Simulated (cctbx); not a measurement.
# ScGaS3: as given, inverted or twinned?

Space group P6_3cm (no. 185), a = 7.1210 Å, b = 7.1210 Å, c = 13.8620 Å, α = 90.00°, β = 90.00°, γ = 120.00°.

```csv
atom,mult.,x,y,z,Ueq (Å²)
Ga1,6,0,0.3259,0.9979,0.0161
Sc1,4,1/3,2/3,0.7301,0.0136
Sc2,2,0,0,0.2743,0.0131
S1,6,0,0.2966,0.1601,0.0133
S2,6,0,0.3523,0.8345,0.0089
S3,4,1/3,2/3,0.5169,0.0191
S4,2,0,0,0.4712,0.0226
```

This is a model crystal, built by substitution and not relaxed, with assumed displacement parameters.

Data sets are simulated with cctbx and refined with Bijvoet mates kept apart; Flack x is then fitted as the share of an inverted twin with the atoms fixed, Hooft y from the Bijvoet differences. The group is acentric but holds improper operations, so there is an absolute structure (orientation) and no hand.

Untwinned crystal. What Flack and Hooft values should come out?

```csv
λ (Å),extinction (unmodelled),d min (Å),top counts,error (%),model,R1,Flack x,s.u.,Hooft y,s.u.,pairs
0.71073,0,0.77,20000,6,as given,0.0234,0.01,0.03,0.022,0.028,252
0.71073,0,0.77,20000,6,inverted,0.0373,0.97,0.04,1.012,0.032,252
1.54184,0.1,0.83,70000,3,as given,0.0091,0.029,0.011,-0.003,0.012,207
```

With Mo Kα, x is within 3 s.u. of 0, so the absolute structure is right. With Cu Kα, x is within 3 s.u. of 0, so the absolute structure is right. Inverting the model turns x into about 1 − x.

A further crystal gives:

| λ (Å) | extinction (unmodelled) | d min (Å) | top counts | error (%) | model | R1 | Flack x | s.u. | Hooft y | s.u. | pairs |
| --- | --- | --- | --- | --- | --- | --- | --- | --- | --- | --- | --- |
| 0.6889 | 0 | 0.75 | 5000 | 6 | as given | 0.0424 | 0.24 | 0.08 | 0.196 | 0.085 | 274 |

**Question.** What is it?

It was simulated as an inversion twin with a fraction 0.15 of the inverted domain. Flack x is over 3 s.u. from both 0 and 1 and reads that fraction, roughly.

[Logs are printed without paths, hosts, clocks, repeated set-up lines and the standing remarks that a program may print on its own settings, such as how far it seeks lower states.]
